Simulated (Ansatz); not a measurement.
# (ZnS)1(MgS)3 [0001] superlattice, started as wurtzite: relaxing the cell for a phonon run

Wanted: the relaxed cell of (ZnS)1(MgS)3 [0001] superlattice, started as wurtzite.

Program: Ansatz 0.2.0. Level of theory: DFT PBE, scalar-relativistic, plane waves, PAW. Results are calculated unless marked as measured.

The structure was built from a prototype and need not be the compound's stable phase.

**1. The starting structure**

Symmetry: P3m1, No. 156, trigonal system. Conventional cell: a = 3.932 Å, b = 3.932 Å, c = 12.790 Å, α = 90.00°, β = 90.00°, γ = 120.00°. Nearest to Mg lie 4 S at 2.40 to 2.41 Å. Mg has 4 S at 2.40 to 2.41 Å nearest. S has 1 Zn at 2.40 Å and 3 Mg at 2.41 Å nearest. S has 4 Mg at 2.40 to 2.41 Å nearest. Nearest to S lie 4 Mg at 2.40 to 2.41 Å. Farther neighbours and most contacts between anions are not listed.

**2. Probe on a coarse mesh**

First a cheap look: the gap decides the mesh and the occupations, the pressure tells how far the cell has to move.

Contents of input.yaml:

```yaml
crystal:
  lattice:
    - [3.9325, 0.0, 0.0]
    - [-1.96625, 3.40564, 0.0]
    - [0.0, 0.0, 12.79]
  atoms:
    - { symbol: Mg, position: [0.666667, 0.333333, 0.25] }
    - { symbol: Mg, position: [0.333333, 0.666667, 0.5] }
    - { symbol: Mg, position: [0.666667, 0.333333, 0.75] }
    - { symbol: S, position: [0.333333, 0.666667, 0.1875] }
    - { symbol: S, position: [0.666667, 0.333333, 0.4375] }
    - { symbol: S, position: [0.333333, 0.666667, 0.6875] }
    - { symbol: S, position: [0.666667, 0.333333, 0.9375] }
    - { symbol: Zn, position: [0.333333, 0.666667, 0.0] }
kpoints:
  mp_grid: { grid: [6, 6, 2] }
hamiltonian:
  xc: pbe
scf:
  occupations: { method: gaussian, width: 0.1 }
output:
  forces: true
  stress: true
  eigenvalues: true
```

Launch:

```sh
$ ansatz run input.yaml --threads 4 --pin off --max-ram 14336MiB --backend cpu --events-out ev --progress --plain --runs-dir out
```

Numbers of over 12 decimals in the logs are rounded to 6 here.

The program printed:

```text
[...]
k-point 0: bands = [... 29 lower, 3.6398, 3.9424, 4.1204, 4.1204, 6.9381, 8.2281, 8.9596, 9.1420, ... 3 higher]
  k-point 1: bands = [... 29 lower, 3.6949, 3.6949, 4.1145, 4.1145, 7.2362, 8.2690, 8.7400, 9.0024, ... 3 higher]
  k-point 2: bands = [... 29 lower, 3.4089, 3.4841, 3.8127, 3.9317, 7.9516, 9.0162, 9.5662, 9.7464, ... 3 higher]
  k-point 13: bands = [... 29 lower, 2.7819, 2.8856, 2.8892, 2.9264, 9.0614, 9.2518, 9.2997, 10.3550, ... 3 higher]
[key lines of the parts left out:]
SCF converged after 7 iterations
Free energy (F): -12708.740899 eV
Fermi energy:    5.530808 eV
P = ⅓ Tr σ = 2.8591 GPa (28.591 kbar)
```

It took 2.8 s on 4 threads of Arm Neoverse V1, shared host; peak memory 0.44 GiB; 8.8 s of CPU time.

This step gave:

```yaml
pressure: 2.859 GPa
gap_on_the_k_mesh: 2.818 eV
volume_per_atom: 21.41 Å³
direct_gap_on_mesh: 2.818 eV
```

The coarse mesh shows a gap of 2.82 eV and a pressure of 2.9 GPa.

**3. Coarse relaxation**

The start is far from rest, so a relaxation with loose tolerances brings it close first.

Edit input.yaml of step 2 so:

```diff
@@ -24 +24,6 @@
   eigenvalues: true
+relax:
+  adjacent_minimum: "off"
+  f_tol: 0.05
+  max_steps: 80
+  cell: { stress_tol: 0.5 }
```

The program printed:

```text
[...]
Crystal: 8 atoms, lattice volume = 171.292 Å³
Basis set: ecut = 420 eV, 3379 PW (Γ), exchange–correlation on 54×54×180 points (8 copies of the dense FFT grid, shifted against one another)
Bands: 41, of which v1, the nominal top of the filled ones, is band 33 counted from 1 (32 counted from 0)
Symmetry: 6 space group operations
[...]
atoms:
    - { symbol: Mg, position: [0.666667, 0.333333, 0.244895] }
    - { symbol: Mg, position: [0.333333, 0.666667, 0.499179] }
    - { symbol: Mg, position: [0.666667, 0.333333, 0.753294] }
    - { symbol: S, position: [0.333333, 0.666667, 0.182750] }
    - { symbol: S, position: [0.666667, 0.333333, 0.435431] }
    - { symbol: S, position: [0.333333, 0.666667, 0.689562] }
    - { symbol: S, position: [0.666667, 0.333333, 0.944556] }
    - { symbol: Zn, position: [0.333333, 0.666667, 0.000332909] }
[key lines of the parts left out:]
SCF converged after 5 iterations
Free energy (F): -12708.855954 eV
Fermi energy:    5.035614 eV
P = ⅓ Tr σ = 0.0929 GPa (0.929 kbar)
```

Run time: 9.9 s. Hardware: 4 threads; peak memory 0.47 GiB.

The steps of the relaxation:

| step | energy less that of the first step (eV) | largest force component (eV/Å) | pressure (GPa) | volume (Å³) |
| --- | --- | --- | --- | --- |
| 1 | 0.0000 | 0.6787 | 2.86 | 171.29 |
| 2 | -0.1052 | 0.1063 | 0.85 | 176.46 |
| 3 | -0.1143 | 0.0211 | 0.09 | 178.74 |
| 4* | -0.1151 | 0.0211 | 0.09 | 178.74 |

Relaxation steps marked * repeat the geometry before them on a plane-wave basis chosen anew for their cell, so energy and pressure can jump there.

Forces are held to the 6 operations that the run works with; a distortion that breaks them can't arise in this run.

```
conventional cell, symmetrised  before   after  change
                         a (Å)   3.932   3.994  +1.6 %
                         b (Å)   3.932   3.994  +1.6 %
                         c (Å)  12.790  12.941  +1.2 %
              volume (Å³/atom)   21.41   22.34  +4.4 %
```

The atoms that moved most (Å, as changes of fractional coordinates times the final cell):

```
atom     dx     dy      dz  length
  S7  0.000  0.000   0.091   0.091
 Mg1  0.000  0.000  -0.066   0.066
  S4  0.000  0.000  -0.061   0.061
 Mg3  0.000  0.000   0.043   0.043
  S5  0.000  0.000  -0.027   0.027
  S6  0.000  0.000   0.027   0.027
 Mg2  0.000  0.000  -0.011   0.011
```

This step gave:

```yaml
pressure: 0.09293 GPa
gap_on_the_k_mesh: 2.659 eV
volume_per_atom: 22.34 Å³
direct_gap_on_mesh: 2.659 eV
```

In this step the volume went from 21.41 to 22.34 Å³/atom.

**4. Relaxation**

Harmonic phonons are second derivatives at a point where the forces vanish, and they are wanted at zero stress, so atoms and cell are relaxed first.

Contents of input.yaml:

```yaml
crystal:
  lattice:
    - [3.9936554852, 0.0, 0.0]
    - [-1.9968277426, 3.4586071042, 0.0]
    - [0.0, 0.0, 12.940762149]
  atoms:
    - { symbol: Mg, position: [0.6666666667, 0.3333333333, 0.2448947773] }
    - { symbol: Mg, position: [0.3333333333, 0.6666666667, 0.4991788233] }
    - { symbol: Mg, position: [0.6666666667, 0.3333333333, 0.7532942638] }
    - { symbol: S, position: [0.3333333333, 0.6666666667, 0.1827498007] }
    - { symbol: S, position: [0.6666666667, 0.3333333333, 0.4354314052] }
    - { symbol: S, position: [0.3333333333, 0.6666666667, 0.689562196] }
    - { symbol: S, position: [0.6666666667, 0.3333333333, 0.9445558245] }
    - { symbol: Zn, position: [0.3333333333, 0.6666666667, 0.0003329091] }
kpoints:
  mp_grid: { grid: [6, 6, 2] }
hamiltonian:
  xc: pbe
scf:
  occupations: { method: gaussian, width: 0.02 }
output:
  forces: true
  stress: true
  eigenvalues: true
  write_density: true
  write_potential: true
  elf: true
  volumetric_format: npy
relax:
  adjacent_minimum: "off"
  f_tol: 0.005
  max_steps: 80
  cell: { stress_tol: 0.05 }
```

The program printed:

```text
[...]
Crystal: 8 atoms, lattice volume = 178.744 Å³
Basis set: ecut = 420 eV, 3523 PW (Γ), exchange–correlation on 54×54×180 points (8 copies of the dense FFT grid, shifted against one another)
Bands: 41, of which v1, the nominal top of the filled ones, is band 33 counted from 1 (32 counted from 0)
[... 1 set-up line as in the run before ...]
[...]
k-points: 14 of 72 (time reversal used)
[...]
SCF iter   1: F=—  HF=-12708.858904 eV  |F-HF|=—  |Δ(HF+E_count)|=         —  Δρ=7.65e-4  dr2=7.86e-3  ethr=1.77e-3  ⟨swp⟩=9.0  Hψ=2691  notcnv=0
[...]
SCF iter   7: F=-12708.855954 eV  HF=-12708.855954 eV  |F-HF|=1.15e-7  |Δ(HF+E_count)|=   5.95e-7  Δρ=5.48e-6  dr2=8.40e-8  ethr=1.52e-10  ⟨swp⟩=12.6  Hψ=4130  notcnv=0
SCF 1 converged in 7 iterations: F = -12708.855954 eV  dr2 = 8.40e-8
[...]
relax step   1: F+E_penalty+E_count = -12708.85595424 eV  Δ(F+E_penalty+E_count) = +0.000e0 eV  max|allowed force component| = 2.107e-2 eV/Å  Δτ_max = 0.0000 Å  P = +0.093 GPa  Ω = 178.744 Å³  (7 SCF iters, dr2 threshold 1.00e-7 eV, accepted)
Crystal: 8 atoms, lattice volume = 178.956 Å³
[...]
SCF iter   6: F=-12708.856102 eV  HF=-12708.856102 eV  |F-HF|=3.13e-9  |Δ(HF+E_count)|=   2.12e-8  Δρ=1.02e-6  dr2=3.79e-9  ethr=7.85e-11  ⟨swp⟩=7.4  Hψ=3162  notcnv=0
SCF 2 converged in 6 iterations: F = -12708.856102 eV  dr2 = 3.79e-9
relax step   2: F+E_penalty+E_count = -12708.85610165 eV  Δ(F+E_penalty+E_count) = -1.474e-4 eV  max|allowed force component| = 8.874e-3 eV/Å  Δτ_max = 0.0023 Å  P = +0.027 GPa  Ω = 178.956 Å³  energy of the carried Pulay correction = -2.193e-5 eV  (6 SCF iters, dr2 threshold 5.18e-8 eV, accepted)
Crystal: 8 atoms, lattice volume = 179.046 Å³
[...]
SCF iter   6: F=-12708.856116 eV  HF=-12708.856116 eV  |F-HF|=9.06e-10  |Δ(HF+E_count)|=   8.59e-9  Δρ=5.22e-7  dr2=7.62e-10  ethr=7.46e-12  ⟨swp⟩=7.0  Hψ=3074  notcnv=0
SCF 3 converged in 6 iterations: F = -12708.856116 eV  dr2 = 7.62e-10
relax step   3: F+E_penalty+E_count = -12708.85611646 eV  Δ(F+E_penalty+E_count) = -1.481e-5 eV  max|allowed force component| = 1.560e-3 eV/Å  Δτ_max = 0.0011 Å  P = -0.001 GPa  Ω = 179.046 Å³  energy of the carried Pulay correction = -3.129e-5 eV  (6 SCF iters, dr2 threshold 4.92e-9 eV, accepted)
[...]
SCF iter   5: F=-12708.856137 eV  HF=-12708.856137 eV  |F-HF|=1.02e-10  |Δ(HF+E_count)|=   1.66e-9  Δρ=1.80e-7  dr2=6.43e-11  ethr=1.00e-12  ⟨swp⟩=4.6  Hψ=2763  notcnv=0
SCF 4 converged in 5 iterations: F = -12708.856137 eV  dr2 = 6.43e-11
relax step   4: F+E_penalty+E_count = -12708.85613675 eV  Δ(F+E_penalty+E_count) = -2.029e-5 eV  max|allowed force component| = 1.555e-3 eV/Å  Δτ_max = 0.0000 Å  P = -0.001 GPa  Ω = 179.046 Å³  stress off target by 1.90e-3 GPa  SCF on the basis re-selected at this cell (its energy is not comparable with the rows above)  (5 SCF iters)
[...]
SCF converged after 5 iterations
Free energy (F): -12708.856137 eV
[...]
Internal energy: -12708.856137 eV  (E = F + TS)
E sigma→0 (E₀):  -12708.856137 eV
Fermi energy:    5.019965 eV
[...]
--- Forces (eV/Å), atoms counted from 1 ---
  atom   1  Mg     0.00000000     0.00000000    -0.00060293
  atom   2  Mg    -0.00000000     0.00000000    -0.00069102
  atom   3  Mg     0.00000000     0.00000000    -0.00093928
  atom   4  S      0.00000000     0.00000000     0.00155545
  atom   5  S      0.00000000     0.00000000     0.00056092
  atom   6  S      0.00000000     0.00000000     0.00069616
  atom   7  S      0.00000000     0.00000000     0.00084329
  atom   8  Zn    -0.00000000     0.00000000    -0.00142256
  max |Σ_I F_I| component: 2.61e-8 eV/Å
--- Stress (GPa, compression-positive) ---
       -0.001903      -0.000000       0.000000
        0.000000      -0.001903       0.000000
        0.000000       0.000000       0.001702
  P = ⅓ Tr σ = -0.0007 GPa (-0.007 kbar)
--- Band table (eV; the first three rows and the last of 14) ---
  k-point 0: bands = [... 29 lower, 3.2733, 3.6026, 3.6933, 3.6933, 6.3465, 7.5609, 8.3862, 8.5212, ... 4 higher]
  k-point 1: bands = [... 29 lower, 3.3161, 3.3161, 3.6872, 3.6872, 6.6424, 7.6144, 8.0915, 8.4463, ... 4 higher]
  k-point 2: bands = [... 29 lower, 3.0081, 3.1289, 3.4825, 3.5167, 7.3834, 8.3507, 8.9906, 9.1674, ... 4 higher]
  k-point 13: bands = [... 29 lower, 2.4424, 2.5399, 2.6040, 2.6262, 8.7048, 8.9639, 9.0257, 9.7766, ... 4 higher]
--- Relaxed structure (3 steps of the walk, 3 accepted, 1 SCFs on fresh bases) ---
[...]
cell:  # Å, volume = 179.0459 Å³
    - [3.995766, 0.0, 3.4264559751865475e-19]
    - [-1.997883, 3.460435, -1.7132279875933368e-19]
    - [1.1102848493788904e-18, 0, 12.948925]
  atoms:
    - { symbol: Mg, position: [0.666667, 0.333333, 0.244713] }
    - { symbol: Mg, position: [0.333333, 0.666667, 0.499035] }
    - { symbol: Mg, position: [0.666667, 0.333333, 0.753133] }
    - { symbol: S, position: [0.333333, 0.666667, 0.182850] }
    - { symbol: S, position: [0.666667, 0.333333, 0.435465] }
    - { symbol: S, position: [0.333333, 0.666667, 0.689631] }
    - { symbol: S, position: [0.666667, 0.333333, 0.944604] }
    - { symbol: Zn, position: [0.333333, 0.666667, 0.000569477] }
```

The job ended after 9.6 s (4 threads; peak memory 0.48 GiB; 37 s of CPU time).

Little changed from the start: no atom moved by 0.005 Å and no cell edge by 0.1 %.

Numbers from this step:

```yaml
pressure: -7.01e-4 GPa
gap_on_the_k_mesh: 2.653 eV
volume_per_atom: 22.38 Å³
direct_gap_on_mesh: 2.653 eV
```

Electrostatic potential energy in the ac plane at fractional y = 0.667, with atoms of Mg and S and Zn within 0.2 Å of it. With pseudopotentials it is smooth inside the atoms' cores, unlike the true potential.

Values in eV, 24 rows by 14 columns, each cell a mean:
```
  5   2 -13 -26 -32 -32 -27 -12   1   5   6   6   6   6
  7   6   3  -2  -7  -7  -3   3   6   7   6   5   5   6
  8   8   8   7   7   7   7   8   8   8   8   7   7   8
  8   8   9   9   9   9   9   9   8   8   8   7   7   8
  7   8   8   8   8   8   8   8   8   7   6   5   5   6
  6   6   5   1  -3  -3   0   5   6   5   4   3   3   4
  5   3 -10 -26 -29 -29 -27 -10   2   5   5   4   4   5
  6   1 -18 -31 -26 -26 -32 -17   0   6   7   7   7   7
  8   6  -2 -13 -20 -21 -14  -1   5   8   8   8   8   8
  8   7   5   3   2   2   3   5   7   8   9   9   9   9
  6   4  -1  -8 -15 -15  -8   0   4   6   8   8   8   8
  5   0 -13 -32 -34 -34 -33 -12   0   5   7   8   8   7
  5   1  -9 -26 -33 -33 -28  -8   1   5   6   6   6   6
  6   5   2  -1  -5  -5  -2   3   5   6   6   5   6   6
  8   8   7   6   6   6   6   7   8   8   8   7   7   8
  8   8   8   8   8   8   8   8   8   8   8   8   8   8
  7   8   8   8   8   8   8   8   8   7   6   6   6   6
  6   6   6   3   1   1   3   6   6   6   4   3   3   4
  5   3  -8 -22 -28 -28 -24  -7   3   5   5   4   4   5
  6   1 -19 -31 -25 -25 -32 -18   0   6   7   6   6   7
  8   5  -5 -19 -26 -26 -20  -4   4   8   8   8   8   8
  8   7   5   3   0   0   2   5   7   8   9   9   9   9
  7   5  -2 -12 -18 -18 -13  -2   4   7   8   9   9   8
  6   0 -18 -30 -34 -34 -31 -17  -1   6   7   8   8   8
```
Columns run along a (4.0 Å; values clipped at the 3rd and 97th percentile), rows up along c (12.9 Å). Atoms in or near the plane, at fractional coordinates: Mg at (0.33, 0.50), S at (0.33, 0.18), S at (0.33, 0.69), Zn at (0.33, 0.00).

ELF in the ac plane at fractional y = 0.667, with atoms of Mg and S and Zn within 0.2 Å of it. It is the smooth field of the valence electrons, not physical close to the nuclei.

Values, 24 rows by 14 columns, each cell a mean:
```
0.40 0.21 0.15 0.08 0.03 0.03 0.07 0.15 0.21 0.42 0.60 0.66 0.67 0.62
0.49 0.29 0.17 0.16 0.16 0.16 0.16 0.18 0.29 0.50 0.62 0.66 0.67 0.64
0.36 0.21 0.12 0.09 0.09 0.09 0.09 0.13 0.21 0.37 0.50 0.56 0.57 0.51
0.12 0.07 0.04 0.04 0.04 0.04 0.04 0.05 0.07 0.13 0.23 0.30 0.30 0.23
0.12 0.21 0.31 0.38 0.41 0.41 0.38 0.30 0.22 0.12 0.07 0.06 0.06 0.07
0.47 0.68 0.77 0.79 0.78 0.78 0.79 0.77 0.69 0.44 0.16 0.05 0.04 0.13
0.73 0.85 0.86 0.74 0.49 0.48 0.72 0.87 0.86 0.71 0.35 0.11 0.09 0.32
0.73 0.83 0.82 0.56 0.18 0.17 0.53 0.83 0.84 0.72 0.41 0.13 0.13 0.38
0.56 0.74 0.83 0.84 0.81 0.81 0.84 0.83 0.75 0.55 0.25 0.07 0.07 0.23
0.24 0.45 0.65 0.71 0.72 0.72 0.72 0.64 0.48 0.23 0.08 0.03 0.03 0.07
0.09 0.08 0.08 0.13 0.19 0.19 0.14 0.08 0.08 0.09 0.11 0.13 0.13 0.11
0.30 0.07 0.17 0.38 0.32 0.32 0.39 0.16 0.07 0.32 0.49 0.54 0.54 0.51
0.60 0.22 0.12 0.32 0.36 0.36 0.33 0.12 0.22 0.60 0.73 0.75 0.75 0.74
0.68 0.47 0.15 0.06 0.08 0.08 0.06 0.17 0.45 0.67 0.73 0.75 0.75 0.74
0.50 0.35 0.16 0.07 0.04 0.04 0.07 0.18 0.34 0.50 0.60 0.64 0.65 0.61
0.19 0.11 0.05 0.04 0.03 0.03 0.04 0.06 0.10 0.21 0.32 0.39 0.39 0.32
0.09 0.13 0.20 0.26 0.29 0.29 0.26 0.20 0.14 0.09 0.08 0.09 0.09 0.08
0.40 0.61 0.72 0.74 0.74 0.74 0.75 0.72 0.63 0.38 0.14 0.04 0.04 0.11
0.72 0.85 0.87 0.77 0.57 0.57 0.76 0.87 0.85 0.69 0.33 0.09 0.08 0.29
0.75 0.85 0.83 0.55 0.13 0.12 0.51 0.84 0.85 0.74 0.42 0.13 0.13 0.39
0.56 0.73 0.81 0.80 0.72 0.71 0.79 0.81 0.74 0.55 0.26 0.07 0.07 0.23
0.20 0.36 0.50 0.58 0.61 0.61 0.58 0.50 0.38 0.20 0.07 0.03 0.03 0.06
0.12 0.15 0.17 0.16 0.13 0.13 0.16 0.17 0.15 0.12 0.10 0.11 0.11 0.10
0.22 0.17 0.14 0.04 0.01 0.00 0.03 0.14 0.17 0.24 0.36 0.43 0.43 0.36
```
Columns run along a (4.0 Å), rows up along c (12.9 Å). Atoms in or near the plane, at fractional coordinates: Mg at (0.33, 0.50), S at (0.33, 0.18), S at (0.33, 0.69), Zn at (0.33, 0.00).

Valence density in the ac plane at fractional y = 0.667, with atoms of Mg and S and Zn within 0.2 Å of it. It is the smooth field of the valence electrons, not physical close to the nuclei.

Ten steps, logarithmic in the rise over the least value, from '_' (0 e/Å³) to '@' (21 e/Å³), each cell a mean:
```
....--**%%%%**--............
........::::................
____________________________
____________________________
____________________________
__....::::::::....__________
..::------------::..________
..::----::::----::..________
__..::--------::..__________
____....::::....____________
______::----::______________
____--##@@@@##::____________
....::**%%%%**::............
..______....______..........
____________________........
____________________________
____________________________
__....::::::::....__________
..::------------::..________
..::----::::----::..________
....::--------::..__________
____..::::::::..____________
____::--====--....__________
....--##@@@@##--....________
```
Columns run along a (4.0 Å), rows up along c (12.9 Å). Atoms in or near the plane, at fractional coordinates: Mg at (0.33, 0.50), S at (0.33, 0.18), S at (0.33, 0.69), Zn at (0.33, 0.00).

In this step the volume went from 22.34 to 22.38 Å³/atom.

**5. Relaxing to small forces for the phonons**

Phonons need a cell at rest on their own settings, so the relaxation is repeated with tight tolerances on forces and stress, using the mesh and the filling of the phonon run that follows.

Contents of input.yaml:

```yaml
crystal:
  lattice:
    - [3.9957656268, 0.0, 0.0]
    - [-1.9978828134, 3.4604345404, 0.0]
    - [0.0, 0.0, 12.948925429]
  atoms:
    - { symbol: Mg, position: [0.6666666667, 0.3333333333, 0.2447131453] }
    - { symbol: Mg, position: [0.3333333333, 0.6666666667, 0.4990350157] }
    - { symbol: Mg, position: [0.6666666667, 0.3333333333, 0.7531329803] }
    - { symbol: S, position: [0.3333333333, 0.6666666667, 0.1828496795] }
    - { symbol: S, position: [0.6666666667, 0.3333333333, 0.4354646995] }
    - { symbol: S, position: [0.3333333333, 0.6666666667, 0.6896313236] }
    - { symbol: S, position: [0.6666666667, 0.3333333333, 0.9446036795] }
    - { symbol: Zn, position: [0.3333333333, 0.6666666667, 0.0005694766] }
kpoints:
  mp_grid: { grid: [6, 6, 2] }
hamiltonian:
  xc: pbe
scf:
  occupations: { method: fixed }
output:
  forces: true
  stress: true
  eigenvalues: true
relax:
  adjacent_minimum: "off"
  f_tol: 0.001
  max_steps: 60
  cell: { stress_tol: 0.01 }
```

The program printed:

```text
[...]
Crystal: 8 atoms, lattice volume = 179.046 Å³
Basis set: ecut = 420 eV, 3523 PW (Γ), exchange–correlation on 54×54×180 points (8 copies of the dense FFT grid, shifted against one another)
Bands: 41, of which v1, the nominal top of the filled ones, is band 33 counted from 1 (32 counted from 0)
[... 1 set-up line as in the run before ...]
[...]
k-points: 14 of 72 (time reversal used)
[...]
atoms:
    - { symbol: Mg, position: [0.666667, 0.333333, 0.244711] }
    - { symbol: Mg, position: [0.333333, 0.666667, 0.499029] }
    - { symbol: Mg, position: [0.666667, 0.333333, 0.753125] }
    - { symbol: S, position: [0.333333, 0.666667, 0.182858] }
    - { symbol: S, position: [0.666667, 0.333333, 0.435469] }
    - { symbol: S, position: [0.333333, 0.666667, 0.689633] }
    - { symbol: S, position: [0.666667, 0.333333, 0.944607] }
    - { symbol: Zn, position: [0.333333, 0.666667, 0.000565873] }
[key lines of the parts left out:]
SCF converged after 8 iterations
Free energy (F): -12708.856137 eV
Fermi energy:    3.693343 eV
P = ⅓ Tr σ = -0.0001 GPa (-0.001 kbar)
```

Run time: 7.6 s. Hardware: 4 threads; peak memory 0.48 GiB; 29 s of CPU time.

Little changed from the start: no atom moved by 0.005 Å and no cell edge by 0.1 %.

This step gave:

```yaml
pressure: -1.35e-4 GPa
```

The largest force component left is 0.93 meV/Å and the pressure is 0.000 GPa, within the tolerances set. The cell now holds 22.38 Å³/atom.

**6. Results**

```json
{
  "space group after relaxation (within 0.01 Å)": "P3m1",
  "lattice constant a": "3.996 Å",
  "lattice constant b": "3.996 Å",
  "lattice constant c": "12.949 Å",
  "volume per atom": "22.4 Å³",
  "gap on the k-mesh": "2.65 eV"
}
```

The largest force component left is 0.93 meV/Å and the pressure is 0.000 GPa, within the tolerances set. The cell now holds 22.38 Å³/atom. The relaxation keeps the symmetry of its start, so it says nothing on stability against lower symmetry. The starting cell was built on a prototype and not taken from a measurement, so the phase need not exist.

[Logs are printed without paths, hosts, clocks, repeated set-up lines and the standing remarks that a program may print on its own settings, such as how far it seeks lower states.]

[Hosts, paths, dates, database ids (printed as entryN), source tags and the programs' standing remarks are cut or masked in the printed files.]
